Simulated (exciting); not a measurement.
Consider KCaF3, space group Pm-3m.

```cif
data_structure
_symmetry_space_group_name_H-M 'P 1'
_symmetry_Int_Tables_number 1
_cell_length_a 4.4817
_cell_length_b 4.4817
_cell_length_c 4.4817
_cell_angle_alpha 90.000
_cell_angle_beta 90.000
_cell_angle_gamma 90.000
_cell_volume 90.02
loop_
_atom_site_label
_atom_site_type_symbol
_atom_site_fract_x
_atom_site_fract_y
_atom_site_fract_z
_atom_site_occupancy
Ca1 Ca 0.00000 0.00000 0.00000 1
K2 K 0.50000 0.50000 0.50000 1
F3 F 0.50000 0.00000 0.00000 1
F4 F 0.00000 0.00000 0.50000 1
F5 F 0.00000 0.50000 0.00000 1
```

Absorber: atom 2, with 12 F at 3.17 Å (cuboctahedral, site symmetry m-3m). Method: exciting, all-electron LAPW+lo, LDA, spinor conduction states, exchange and screened direct term (singlet BSE), 2×2×2 shifted k points, 30 conduction spinor bands, |G+q| up to 4.5 bohr⁻¹ (3.6 in the exchange term), full RPA screening with nempty = 70, Lorentzian half width 0.25 eV.

Question: What does the K L₂,₃ spectrum look like, and is there a bound core exciton?

Bound core exciton? Yes on this mesh: the first bright state (over 5 % of the brightest) lies at -2.36 eV from the Kohn–Sham onset and at -3.33 eV from the lowest bare transition of its own mesh; weaker or dark states reach down to -2.83 eV. Maxima (height): -2.2 eV (1.00) and 0.5 eV (0.59).

Energy from the Kohn–Sham onset, core level to the lowest empty state found on the meshes used; Im ε in relative units:

| E (eV) | Im ε |
| --- | --- |
| -4.75 | 0.01 |
| -4.50 | 0.02 |
| -4.25 | 0.02 |
| -4.00 | 0.03 |
| -3.75 | 0.03 |
| -3.50 | 0.05 |
| -3.25 | 0.08 |
| -3.00 | 0.14 |
| -2.75 | 0.28 |
| -2.50 | 0.53 |
| -2.25 | 0.98 |
| -2.00 | 0.60 |
| -1.75 | 0.24 |
| -1.50 | 0.13 |
| -1.25 | 0.08 |
| -1.00 | 0.06 |
| -0.75 | 0.06 |
| -0.50 | 0.07 |
| -0.25 | 0.09 |
| 0.00 | 0.16 |
| 0.25 | 0.33 |
| 0.50 | 0.57 |
| 0.75 | 0.40 |
| 1.00 | 0.17 |
| 1.25 | 0.09 |
| 1.50 | 0.06 |
| 1.75 | 0.06 |
| 2.00 | 0.07 |
| 2.25 | 0.07 |
| 2.50 | 0.07 |
| 2.75 | 0.05 |
| 3.00 | 0.04 |
| 3.25 | 0.04 |
| 3.50 | 0.03 |
| 3.75 | 0.03 |
| 4.00 | 0.02 |
| 4.25 | 0.03 |
| 4.50 | 0.03 |
| 4.75 | 0.04 |
| 5.00 | 0.04 |
| 5.25 | 0.04 |
| 5.50 | 0.04 |
| 5.75 | 0.03 |
| 6.00 | 0.03 |
| 6.25 | 0.02 |
| 6.50 | 0.02 |
| 6.75 | 0.02 |
| 7.00 | 0.02 |
| 7.25 | 0.02 |
| 7.50 | 0.02 |
| 7.75 | 0.02 |
| 8.00 | 0.02 |
| 8.25 | 0.01 |

A mesh of 8 points doesn't converge binding energies, and the weak maxima beyond the white lines are largely noise of the mesh. The multiplet shape isn't converged in the kernel cutoffs, and the cutoff of the direct term wasn't varied. Measured L₃ and L₂ lines of such d⁰ ions are about equally strong. The zero comes from the unshifted 2×2×2 ground-state mesh; it is exact only where the band minimum lies on that mesh. The Kohn–Sham onset, 276 eV, is no photon energy (tabulated edge of the element: 294.6 eV): the scale needs a rigid shift. No quasiparticle correction widens the gap or stretches the bands. Charge-transfer satellites and vibrations lie outside this two-particle theory. The structure is a Materials Project entry, computed there, and may be a hypothetical form.

[Banner, clock and machine lines of the logs are left out without a mark of their own.]

[Logs are printed without paths, hosts, clocks, repeated set-up lines and the standing remarks that a program may print on its own settings, such as how far it seeks lower states.]

[Hosts, paths, dates, database ids (printed as entryN), source tags and the programs' standing remarks are cut or masked in the printed files.]
